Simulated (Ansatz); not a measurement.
# Work function of Ir(111): what the settings cost and change, part 2 of 2

Aim: the work function of Ir(111) against thickness and vacuum, with the cost.

Ansatz 0.2.0; plane-wave DFT, PBE, Ansatz PAW.

So far, work function, upper face (eV): step 2 (run, setting 1 layer) 6.42; step 7 (slab, 6 atoms) 5.51; step 8 (slab, 8 atoms) 5.52; step 9 (slab, 10 atoms) 5.51; step 10 (run, 13 atoms) 5.52.

### Step 11. Run, 7 atoms

System of this step: Ir(111). The cell holds 7 atoms: 7 Ir. Its edges and angles: a = 2.715 Å, b = 2.715 Å, c = 23.302 Å, α = 90.0°, β = 90.0°, γ = 60.0°. Vacuum lies along c.

File input.yaml:

```yaml
crystal:
  lattice:
    - [2.7152900398, 0.0, 0.0]
    - [1.3576450199, 2.3515101531, 0.0]
    - [0.0, 0.0, 23.3021502021]
  atoms:
    - { symbol: Ir, position: [0.0, 0.0, 0.2145724732] }
    - { symbol: Ir, position: [0.3333333333, 0.3333333333, 0.3097149821] }
    - { symbol: Ir, position: [0.6666666667, 0.6666666667, 0.4048574911] }
    - { symbol: Ir, position: [0.0, 0.0, 0.5] }
    - { symbol: Ir, position: [0.3333333333, 0.3333333333, 0.5951425089] }
    - { symbol: Ir, position: [0.6666666667, 0.6666666667, 0.6902850179] }
    - { symbol: Ir, position: [0.0, 0.0, 0.7854275268] }
kpoints:
  mp_grid: { grid: [17, 17, 1] }
hamiltonian:
  xc: pbe
scf:
  occupations: { method: fermi_dirac, width: 0.1 }
  convergence: { dr2_threshold: 1.0e-09 }
efield:
  axis: 3
  dipole_correction: true
  ramp_position: 0.97
  ramp_width: 0.06
output:
  write_potential: true
  write_density: true
  volumetric_format: npy
```

Launch:

```
$ ansatz run input.yaml --threads 2 --pin off --max-ram 3072MiB --backend cpu --events-out ev --progress --plain --runs-dir out
```

Wall time 35 s (2 threads of AMD EPYC 7R43, shared host); peak memory 0.68 GiB; 68 s of CPU time.

The work function is 5.500 eV. The program marks this work function as in doubt.

### Step 12. Slab, 7 atoms

The cell differs from the one that the last finished run ended in (c 23.302 → 27.302 Å).

input.yaml, the sections that differ from step 11:

```yaml
crystal:
  lattice:
    - [2.7152900398, 0.0, 0.0]
    - [1.3576450199, 2.3515101531, 0.0]
    - [0.0, 0.0, 27.3021502021]
  atoms:
    - { symbol: Ir, position: [0.0, 0.0, 0.2563900626] }
    - { symbol: Ir, position: [0.3333333333, 0.3333333333, 0.3375933751] }
    - { symbol: Ir, position: [0.6666666667, 0.6666666667, 0.4187966875] }
    - { symbol: Ir, position: [0.0, 0.0, 0.5] }
    - { symbol: Ir, position: [0.3333333333, 0.3333333333, 0.5812033125] }
    - { symbol: Ir, position: [0.6666666667, 0.6666666667, 0.6624066249] }
    - { symbol: Ir, position: [0.0, 0.0, 0.7436099374] }
# kpoints, hamiltonian, scf, efield, output: as in step 11
```

The job ended after 38 s (2 threads; peak memory 0.75 GiB).

The work function is 5.504 eV, +0.004 eV from the run “7 layers, 10 Å of vacuum”, at 1.1 times its CPU time.

### Step 13. Run, 7 atoms (run 2)

The cell differs from the one that the last finished run ended in (c 27.302 → 39.302 Å).

input.yaml, the sections that differ from step 12:

```yaml
crystal:
  lattice:
    - [2.7152900398, 0.0, 0.0]
    - [1.3576450199, 2.3515101531, 0.0]
    - [0.0, 0.0, 39.3021502021]
  atoms:
    - { symbol: Ir, position: [0.0, 0.0, 0.3307707068] }
    - { symbol: Ir, position: [0.3333333333, 0.3333333333, 0.3871804712] }
    - { symbol: Ir, position: [0.6666666667, 0.6666666667, 0.4435902356] }
    - { symbol: Ir, position: [0.0, 0.0, 0.5] }
    - { symbol: Ir, position: [0.3333333333, 0.3333333333, 0.5564097644] }
    - { symbol: Ir, position: [0.6666666667, 0.6666666667, 0.6128195288] }
    - { symbol: Ir, position: [0.0, 0.0, 0.6692292932] }
# kpoints, hamiltonian, scf, efield, output: as in step 12
```

Elapsed: 53 s, on 2 threads; peak memory 0.93 GiB.

The work function is 5.504 eV, -0.000 eV from the run “7 layers, 14 Å of vacuum”, at 1.4 times its CPU time.

### Step 14. The series together

Times are for 2 threads of AMD EPYC 7R43, shared host. Results by setting:

```
no.                   setting  work function, upper face (eV)     time  memory (GiB)
  1                   1 layer                           6.422    3.6 s          0.43
  2                  2 layers                           5.418      9 s          0.45
  3                  3 layers                           5.412     15 s          0.51
  4                  4 layers                           5.509     18 s          0.53
  5                  5 layers                           5.531     26 s           0.6
  6                  6 layers                           5.506     32 s          0.71
  7                  8 layers                           5.519     55 s          0.91
  8                 10 layers                           5.513     80 s           1.1
  9                 13 layers                           5.517  2.4 min           1.6
 10  7 layers, 10 Å of vacuum                           5.500     35 s          0.68
 11  7 layers, 14 Å of vacuum                           5.504     38 s          0.75
 12  7 layers, 26 Å of vacuum                           5.504     53 s          0.93
```

### Step 15. A changed input

System of this step: Ir(111) monolayer. The cell holds 1 atom: 1 Ir. Cell: a = 2.715 Å, b = 2.715 Å, c = 18.000 Å, α = 90.0°, β = 90.0°, γ = 60.0°. Vacuum lies along c.

An input spoilt on purpose, to show how the run answers: it repeats the earlier run “1 layer” with efield.amplitude to 0 and efield.dipole_correction from true to false, and scf.max_iter set to 80; its output block differs too.

input.yaml, the sections that differ from step 13:

```yaml
crystal:
  lattice:
    - [2.7152900398, 0.0, 0.0]
    - [1.3576450199, 2.3515101531, 0.0]
    - [0.0, 0.0, 18.0]
  atoms:
    - { symbol: Ir, position: [0.6666666667, 0.6666666667, 0.5] }
scf:
  occupations: { method: fermi_dirac, width: 0.1 }
  convergence: { dr2_threshold: 1.0e-09 }
  max_iter: 80
efield:
  axis: 3
  dipole_correction: false
  ramp_position: 0.97
  ramp_width: 0.06
  amplitude: 0
# kpoints, hamiltonian, output: as in step 13
```

It took 0.05 s on 2 threads; peak memory 0.06 GiB; 0.05 s of CPU time.

The input was rejected at the start.

The program's message: “Error: invalid value for `efield.amplitude`: is zero with dipole_correction: false — the section would apply nothing; set a non-zero amplitude, enable dipole_correction, or remove the block”

The fault put into the input: a field block that applies nothing.

### Step 16. Outcome

```json
{"work function, 1 layer": "6.422 eV", "work function, 3 layers": "5.412 eV", "work function, 6 layers": "5.506 eV", "work function, 13 layers": "5.517 eV"}
```

In words: The thickest slab gives 5.52 eV, and the settings tried spread the value from 5.41 to 6.42 eV. At 18 Å of vacuum, the slabs from 4 layers on stay within 0.02 eV of the thickest. Going from 10 to 26 Å of vacuum moves it by 0.004 eV. The program marks the value as in doubt in “7 layers, 10 Å of vacuum”. The ladder's slabs use the tabulated experimental lattice constant (two decimals; a low-temperature value for the alkali metals). In 1 run of the series (7 layers, 10 Å of vacuum) the program warns that electrons reach the sawtooth's ramp, which makes dipole and work function less sure.

Computed beside measured:

| quantity | measured | 13 layers |
| --- | --- | --- |
| work function (clean (111) face, a compiled value) (eV) | 5.78 | 5.52 (-0.26 eV) |

Measured values from arxiv:1902.07811 (2019).

Verdict: The work function is off by -0.26 eV: fair agreement. No cell relaxation is part of this session.

[Long decimals in the printed logs are rounded to 6 places.]

[Logs are printed without paths, hosts, clocks, repeated set-up lines and the standing remarks that a program may print on its own settings, such as how far it seeks lower states.]

[Hosts, paths, dates, database ids (printed as entryN), source tags and the programs' standing remarks are cut or masked in the printed files.]

[Maps of the electrostatic potential energy from Ansatz leave out the sawtooth potential of an applied field or a dipole correction, so their vacuum need not be flat; planar profiles and work functions include it.]
